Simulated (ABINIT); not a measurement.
## Converging GW for Diamond (Fd-3m, 2 atoms a cell) in ABINIT

Wanted: a converged G0W0 gap of Diamond (Fd-3m, 2 atoms a cell), or an estimate of the limit.

Program: ABINIT 10.8.3. Level of theory: LDA and many-body steps on it, plane waves. Results are calculated unless marked as measured.

### 1. Starting point

Symmetry: Fd-3m, No. 227, cubic system. Conventional cell: a = 3.567 Å, b = 3.567 Å, c = 3.567 Å, α = 90.00°, β = 90.00°, γ = 90.00°. Nearest to C lie 4 C at 1.54 Å.

The cell and positions come from the Crystallography Open Database and are kept as given unless a step says otherwise.

### 2. Empty states on the mesh, 6×6×6 mesh, 299 bands

This step: ABINIT 10.8.3; DFT, LDA, plane waves, norm-conserving pseudopotentials.

The sums over transitions need many empty states on a uniform mesh; this step solves for them.

run.abi reads:

```
acell 3*1.0 Angstrom
rprim 
  -0.000000000000 1.783370000000 1.783370000000
  1.783370000000 -0.000000000000 1.783370000000
  1.783370000000 1.783370000000 0.000000000000
ntypat 1
znucl 6
natom 2
typat 1 1
xred 
  0.000000000000 0.000000000000 -0.000000000000
  0.250000000000 0.250000000000 0.250000000000
pp_dirpath "pseudos"
pseudos "C.upf"
ecut 37
ngkpt 6 6 6
nshiftk 1
shiftk 0 0 0
kptopt 1
chksymbreak 0
irdden 1
istwfk *1
nband 299
prtvol 0
optdriver 6
gwr_task "HDIAGO"
paral_kgb 0
occopt 1
indata_prefix "in"
outdata_prefix "out"
tmpdata_prefix "tmp"
```

Launch:

```
OMP_NUM_THREADS=1 mpirun -n 4 abinit run.abi > log
```

Log:

```text
.Version 10.8.3 of ABINIT. v10.8.2 released Aug 2026.

 Symmetries : space group Fd -3 m (#227); Bravais cF (face-center cubic)
[... echo of the input left out ...]
== DATASET  1 ==================================================================
-   mpi_nproc: 4, omp_nthreads: 1 (-1 if OMP is not activated)

--- !DatasetInfo
iteration_state: {dtset: 1, }
dimensions: {natom: 2, nkpt: 16, mband: 299, nsppol: 1, nspinor: 1, nspden: 1, mpw: 869, }
cutoff_energies: {ecut:  37.0, pawecutdg:  -1.0, }
[...]
Indirect band gap semiconductor
 Fundamental gap:     4.162 (eV)
   VBM:    10.035 (eV) at k: [ 0.0000E+00,  0.0000E+00,  0.0000E+00]
   CBM:    14.197 (eV) at k: [ 3.3333E-01,  3.3333E-01,  0.0000E+00]
 Direct gap:         5.561 (eV) at k: [ 0.0000E+00,  0.0000E+00,  0.0000E+00]

== END DATASET(S) ==============================================================
================================================================================

 -outvars: echo values of variables after computation  --------
           etotal      0.0000000000E+00
            nband         299
             nkpt          16
          spgroup         227
 [... the other variables as echoed above ...]

 Calculation completed.
```

Wall time 5 s (4 MPI ranks of Arm Neoverse V1, shared host); peak memory 0.37 GiB.

This step gave:

* gap: 4.162 eV
* k of the valence top: 0, 0, 0
* k of the conduction bottom: 0.3333, 0.3333, 0
* least direct gap: 5.561 eV
* k points computed: 16
* lowest point of the top converged band, above the valence top: 463.4490 eV

On this mesh the gap is 4.162 eV.

The density comes from a self-consistent run that is not shown.

### 3. Screening, 6×6×6 mesh, 61 bands, screening to 203.5 eV

The RPA dielectric matrix is built and inverted for each q.

This step: RPA screening on LDA, plane waves, norm-conserving pseudopotentials.

run.abi, as its differences from that of step 2:

```diff
@@ -20,10 +20,11 @@
 chksymbreak 0
-irdden 1
 istwfk *1
-nband 299
-prtvol 0
-optdriver 6
-gwr_task "HDIAGO"
-paral_kgb 0
 occopt 1
+irdwfk 1
+optdriver 3
+nband 61
+ecuteps 7.48
+inclvkb 2
+awtr 1
+symchi 1
 indata_prefix "in"
```

Log:

```text
.Version 10.8.3 of ABINIT. v10.8.2 released Aug 2026.

 Symmetries : space group Fd -3 m (#227); Bravais cF (face-center cubic)
[... echo of the input left out ...]
== DATASET  1 ==================================================================
-   mpi_nproc: 4, omp_nthreads: 1 (-1 if OMP is not activated)

--- !DatasetInfo
iteration_state: {dtset: 1, }
dimensions: {natom: 2, nkpt: 16, mband: 61, nsppol: 1, nspinor: 1, nspden: 1, mpw: 869, }
cutoff_energies: {ecut:  37.0, pawecutdg:  -1.0, }
electrons: {nelect:   8.00000000E+00, charge:   0.00000000E+00, occopt:   1.00000000E+00, tsmear:   1.00000000E-02, }

 SCREENING: Calculation of the susceptibility and dielectric matrices

 Based on a program developped by R.W. Godby, V. Olevano, G. Onida, and L. Reining.
 Incorporated in ABINIT by V. Olevano, G.-M. Rignanese, and M. Torrent.
.Using double precision arithmetic ; gwpc =  8

[... cell and pseudopotentials left out ...]
--------------------------------------------------------------------------------

 ==== K-mesh for the wavefunctions ====
 Number of points in the irreducible wedge :    16
[... list of points left out ...]
 Together with 48 symmetry operations and time-reversal symmetry
 yields   216 points in the full Brillouin Zone.

 ==== Q-mesh for the screening function ====
 Number of points in the irreducible wedge :    16
[... list of points left out ...]
 Together with 48 symmetry operations and time-reversal symmetry
 yields   216 points in the full Brillouin Zone.

 setmesh: FFT mesh size selected  =    20x   20x   20
          total number of points  =         8000

 vcoul_init : cutoff-mode = AUXILIARY_FUNCTION
 q-points for optical limit:   1
     1)      0.000010    0.000020    0.000030

- screening: taking advantage of time-reversal symmetry
- Maximum band index for partially occupied states nbvw = 4
- Remaining bands to be divided among processors   nbcw = 57
- Number of bands treated by each node ~14

 Number of electrons calculated from density =    8.0000; Expected =    8.0000
 average of density, n =  0.104505
 r_s =    1.3170
 omega_plasma =   31.1835 [eV]

 calculating chi0 at frequencies [eV] :
  1    0.000000E+00    0.000000E+00
  2    0.000000E+00    3.118352E+01

--------------------------------------------------------------------------------
  q-point number  1        q = ( 0.000000, 0.000000, 0.000000) [r.l.u.]
--------------------------------------------------------------------------------
[... chi0 elements left out ...]
 For q-point:  0.000010 0.000020 0.000030
  dielectric constant =   5.7962
  dielectric constant without local fields =   6.2257

  Average fulfillment of the sum rule on Im[epsilon] for q-point    1 :     88.23  [%]
[... wings left out ...]
  q-point number  2        q = ( 0.166667, 0.000000, 0.000000) [r.l.u.]
--------------------------------------------------------------------------------
[... chi0 elements left out ...]
  Average fulfillment of the sum rule on Im[epsilon] for q-point    2 :     97.31  [%]

 [... 14 further q-points ...]
```

Wall time 8.7 s (4 MPI ranks); peak memory 0.43 GiB; 34 s of CPU time.

Numbers from this step:

* ε∞ with local fields, on this mesh, along the program's q direction: 5.796
* the same without local fields: 6.226
* plasma frequency: 31.18 eV
* plane waves in the screening matrix: 65

Local fields lower ε∞ by 7 %. On a Γ-centred mesh this coarse the value itself is usually too large, while a short band sum pulls it down.

### 4. 61 bands, 203.5 eV

The self-energy is evaluated for the states that the input lists, and the levels follow from it, in one-shot runs by the linearised quasiparticle equation.

This step: G0W0 on LDA, plane waves, norm-conserving pseudopotentials.

run.abi, as its differences from that of step 3:

```diff
@@ -23,8 +23,21 @@
 irdwfk 1
-optdriver 3
+optdriver 4
 nband 61
+gwcalctyp 0
+ecutsigx 37
+symsigma 1
+nkptgw 4
+kptgw 
+  0.0000000000 0.0000000000 0.0000000000
+  0.3333333333 0.3333333333 0.0000000000
+  0.5000000000 0.0000000000 0.0000000000
+  0.5000000000 0.5000000000 0.0000000000
+bdgw 
+  2 7
+  3 6
+  3 6
+  3 6
 ecuteps 7.48
-inclvkb 2
-awtr 1
-symchi 1
+irdscr 1
+ppmodel 1
 indata_prefix "in"
```

Log:

```text
.Version 10.8.3 of ABINIT. v10.8.2 released Aug 2026.

 Symmetries : space group Fd -3 m (#227); Bravais cF (face-center cubic)
[... echo of the input left out ...]
== DATASET  1 ==================================================================
-   mpi_nproc: 4, omp_nthreads: 1 (-1 if OMP is not activated)

--- !DatasetInfo
iteration_state: {dtset: 1, }
dimensions: {natom: 2, nkpt: 16, mband: 61, nsppol: 1, nspinor: 1, nspden: 1, mpw: 869, }
cutoff_energies: {ecut:  37.0, pawecutdg:  -1.0, }
electrons: {nelect:   8.00000000E+00, charge:   0.00000000E+00, occopt:   1.00000000E+00, tsmear:   1.00000000E-02, }

 SIGMA: Calculation of the GW corrections

 Based on a program developped by R.W. Godby, V. Olevano, G. Onida, and L. Reining.
 Incorporated in ABINIT by V. Olevano, G.-M. Rignanese, and M. Torrent.
.Using double precision arithmetic ; gwpc =  8

[... cell and pseudopotentials left out ...]
--------------------------------------------------------------------------------

 ==== K-mesh for the wavefunctions ====
 Number of points in the irreducible wedge :    16
[... list of points left out ...]
 Together with 48 symmetry operations and time-reversal symmetry
 yields   216 points in the full Brillouin Zone.

 ==== Q-mesh for screening function ====
 Number of points in the irreducible wedge :    16
[... list of points left out ...]
 Together with 48 symmetry operations and time-reversal symmetry
 yields   216 points in the full Brillouin Zone.

 vcoul_init : cutoff-mode = AUXILIARY_FUNCTION
 q-points for optical limit:   1
     1)      0.000010    0.000020    0.000030
 setmesh: FFT mesh size selected  =    32x   32x   32
          total number of points  =        32768

 Number of electrons calculated from density =    8.0000; Expected =    8.0000
 average of density, n =  0.104505
 r_s =    1.3170
 omega_plasma =   31.1835 [eV]

 === KS Band Gaps ===
  >>>> For spin  1
   Minimum direct gap =   5.5609 [eV], located at k-point      :   0.0000  0.0000  0.0000
   Fundamental gap    =   4.1619 [eV], Top of valence bands at :   0.0000  0.0000  0.0000
                                       Bottom of conduction at :   0.3333  0.3333  0.0000
 SIGMA fundamental parameters:
 PLASMON POLE MODEL  1
 number of plane-waves for SigmaX                  869
 number of plane-waves for SigmaC and W             65
 number of plane-waves for wavefunctions           869
 number of bands                                    61
 number of independent spin polarizations            1
 number of spinorial components                      1
 number of k-points in IBZ                          16
 number of q-points in IBZ                          16
 number of symmetry operations                      48
 number of k-points in BZ                          216
 number of q-points in BZ                          216
 number of frequencies for dSigma/dE                 9
 frequency step for dSigma/dE [eV]                0.25
 number of omega for Sigma on real axis              0
 max omega for Sigma on real axis  [eV]           0.00
 zcut for avoiding poles [eV]                     0.10

 EPSILON^-1 parameters (SCR file):
 dimension of the eps^-1 matrix on file             65
 dimension of the eps^-1 matrix used                65
 number of plane-waves for wavefunctions           869
 number of bands                                    61
 number of q-points in IBZ                          16
 number of frequencies                               2
 number of real frequencies                          1
 number of imag frequencies                          1

 matrix elements of self-energy operator (all in [eV])

 Perturbative Calculation

--- !SelfEnergy_ee
iteration_state: {dtset: 1, }
kpoint     : [   0.000,    0.000,    0.000, ]
spin       : 1
KS_gap     :    5.561
QP_gap     :    7.342
Delta_QP_KS:    1.781
data: !SigmaeeData |
     Band     E0 <VxcDFT>   SigX SigC(E0)      Z dSigC/dE  Sig(E)    E-E0       E
        2  10.035 -16.825 -19.311   1.639   0.830  -0.205 -17.528  -0.703   9.332
        3  10.035 -16.825 -19.311   1.639   0.830  -0.205 -17.528  -0.703   9.332
        4  10.035 -16.825 -19.311   1.639   0.830  -0.205 -17.528  -0.703   9.332
        5  15.596 -15.621  -9.487  -4.838   0.831  -0.203 -14.543   1.078  16.674
        6  15.596 -15.621  -9.487  -4.838   0.831  -0.203 -14.543   1.078  16.674
        7  15.596 -15.621  -9.487  -4.838   0.831  -0.203 -14.543   1.078  16.674

--- !SelfEnergy_ee
iteration_state: {dtset: 1, }
kpoint     : [   0.333,    0.333,    0.000, ]
spin       : 1
KS_gap     :    9.488
QP_gap     :   11.239
Delta_QP_KS:    1.751
data: !SigmaeeData |
     Band     E0 <VxcDFT>   SigX SigC(E0)      Z dSigC/dE  Sig(E)    E-E0       E
[...]
--- !SelfEnergy_ee
iteration_state: {dtset: 1, }
kpoint     : [   0.500,    0.000,    0.000, ]
spin       : 1
KS_gap     :   11.232
QP_gap     :   13.306
Delta_QP_KS:    2.074
data: !SigmaeeData |
     Band     E0 <VxcDFT>   SigX SigC(E0)      Z dSigC/dE  Sig(E)    E-E0       E
[...]
--- !SelfEnergy_ee
iteration_state: {dtset: 1, }
kpoint     : [   0.500,    0.500,    0.000, ]
spin       : 1
KS_gap     :   11.077
QP_gap     :   12.849
Delta_QP_KS:    1.772
data: !SigmaeeData |
     Band     E0 <VxcDFT>   SigX SigC(E0)      Z dSigC/dE  Sig(E)    E-E0       E
[...]
4   3.718 -15.857 -20.626   3.456   0.813  -0.230 -16.925  -1.068   2.650
        5  14.795 -13.770  -8.046  -4.890   0.843  -0.186 -13.066   0.704  15.499
        6  14.795 -13.770  -8.046  -4.890   0.843  -0.186 -13.066   0.704  15.499

== END DATASET(S) ==============================================================
================================================================================

 -outvars: echo values of variables after computation  --------
           etotal      0.0000000000E+00
            nband          61
             nkpt          16
          spgroup         227
 [... the other variables as echoed above ...]

 Calculation completed.
```

Elapsed: 4 s, on 4 MPI ranks; peak memory 0.46 GiB; 16 s of CPU time.

This step gave:

| Quantity | Value |
| --- | --- |
| G0W0 gap on the mesh | 5.611 eV |
| starting gap on the mesh | 4.162 eV |
| k of the valence top | 0, 0, 0 |
| k of the conduction bottom | 0.3333, 0.3333, 0 |
| Z at the valence top | 0.83 |
| Z at the conduction bottom | 0.84 |
| least direct G0W0 gap on the computed points | 7.342 eV |

The gap on the mesh goes from 4.16 eV to 5.61 eV, a correction of +1.45 eV.

### 5. Screening, 6×6×6 mesh, 90 bands, screening to 269.4 eV

This step: RPA screening on LDA, plane waves, norm-conserving pseudopotentials.

run.abi, as its differences from that of step 4:

```diff
@@ -23,21 +23,8 @@
 irdwfk 1
-optdriver 4
-nband 61
-gwcalctyp 0
-ecutsigx 37
-symsigma 1
-nkptgw 4
-kptgw 
-  0.0000000000 0.0000000000 0.0000000000
-  0.3333333333 0.3333333333 0.0000000000
-  0.5000000000 0.0000000000 0.0000000000
-  0.5000000000 0.5000000000 0.0000000000
-bdgw 
-  2 7
-  3 6
-  3 6
-  3 6
-ecuteps 7.48
-irdscr 1
-ppmodel 1
+optdriver 3
+nband 90
+ecuteps 9.9
+inclvkb 2
+awtr 1
+symchi 1
 indata_prefix "in"
```

Log:

```text
.Version 10.8.3 of ABINIT. v10.8.2 released Aug 2026.

 Symmetries : space group Fd -3 m (#227); Bravais cF (face-center cubic)
[... echo of the input left out ...]
== DATASET  1 ==================================================================
-   mpi_nproc: 4, omp_nthreads: 1 (-1 if OMP is not activated)

--- !DatasetInfo
iteration_state: {dtset: 1, }
dimensions: {natom: 2, nkpt: 16, mband: 90, nsppol: 1, nspinor: 1, nspden: 1, mpw: 869, }
cutoff_energies: {ecut:  37.0, pawecutdg:  -1.0, }
electrons: {nelect:   8.00000000E+00, charge:   0.00000000E+00, occopt:   1.00000000E+00, tsmear:   1.00000000E-02, }

 SCREENING: Calculation of the susceptibility and dielectric matrices

 Based on a program developped by R.W. Godby, V. Olevano, G. Onida, and L. Reining.
 Incorporated in ABINIT by V. Olevano, G.-M. Rignanese, and M. Torrent.
.Using double precision arithmetic ; gwpc =  8

[... cell and pseudopotentials left out ...]
--------------------------------------------------------------------------------

 ==== K-mesh for the wavefunctions ====
 Number of points in the irreducible wedge :    16
[... list of points left out ...]
 Together with 48 symmetry operations and time-reversal symmetry
 yields   216 points in the full Brillouin Zone.

 ==== Q-mesh for the screening function ====
 Number of points in the irreducible wedge :    16
[... list of points left out ...]
 Together with 48 symmetry operations and time-reversal symmetry
 yields   216 points in the full Brillouin Zone.

 setmesh: FFT mesh size selected  =    20x   20x   20
          total number of points  =         8000

 vcoul_init : cutoff-mode = AUXILIARY_FUNCTION
 q-points for optical limit:   1
     1)      0.000010    0.000020    0.000030

- screening: taking advantage of time-reversal symmetry
- Maximum band index for partially occupied states nbvw = 4
- Remaining bands to be divided among processors   nbcw = 86
- Number of bands treated by each node ~21

 Number of electrons calculated from density =    8.0000; Expected =    8.0000
 average of density, n =  0.104505
 r_s =    1.3170
 omega_plasma =   31.1835 [eV]

 calculating chi0 at frequencies [eV] :
  1    0.000000E+00    0.000000E+00
  2    0.000000E+00    3.118352E+01

--------------------------------------------------------------------------------
  q-point number  1        q = ( 0.000000, 0.000000, 0.000000) [r.l.u.]
--------------------------------------------------------------------------------
[... chi0 elements left out ...]
 For q-point:  0.000010 0.000020 0.000030
  dielectric constant =   5.7805
  dielectric constant without local fields =   6.2260

  Average fulfillment of the sum rule on Im[epsilon] for q-point    1 :     93.62  [%]
[... wings left out ...]
  q-point number  2        q = ( 0.166667, 0.000000, 0.000000) [r.l.u.]
--------------------------------------------------------------------------------
[... chi0 elements left out ...]
  Average fulfillment of the sum rule on Im[epsilon] for q-point    2 :     99.17  [%]

 [... 14 further q-points ...]
```

Wall time 15 s (4 MPI ranks); peak memory 0.5 GiB; 60 s of CPU time.

This step gave:

- ε∞ with local fields, on this mesh, along the program's q direction: 5.780
- the same without local fields: 6.226
- plasma frequency: 31.18 eV
- plane waves in the screening matrix: 113

(Continued in part 2 of 2.)

[Paths, hosts, dates, memory and timing lines, banners, echoed tables and standing remarks are left out of the program output.]

[Logs are printed without paths, hosts, clocks, repeated set-up lines and the standing remarks that a program may print on its own settings, such as how far it seeks lower states.]

[Runs of the session that timed out or met a known fault of the program may be left out.]

[Hosts, paths, dates, database ids (printed as entryN), source tags and the programs' standing remarks are cut or masked in the printed files.]

[G0W0 gaps are taken among the corrected bands and points alone; a level outside them can change the order at an edge.]

[Where Ansatz stands beside ABINIT at settings called matched, ABINIT's density can come from a denser mesh and the files from another edition; pairs whose starting gaps differed by over 0.03 eV were left out, so agreement reads better than it is.]
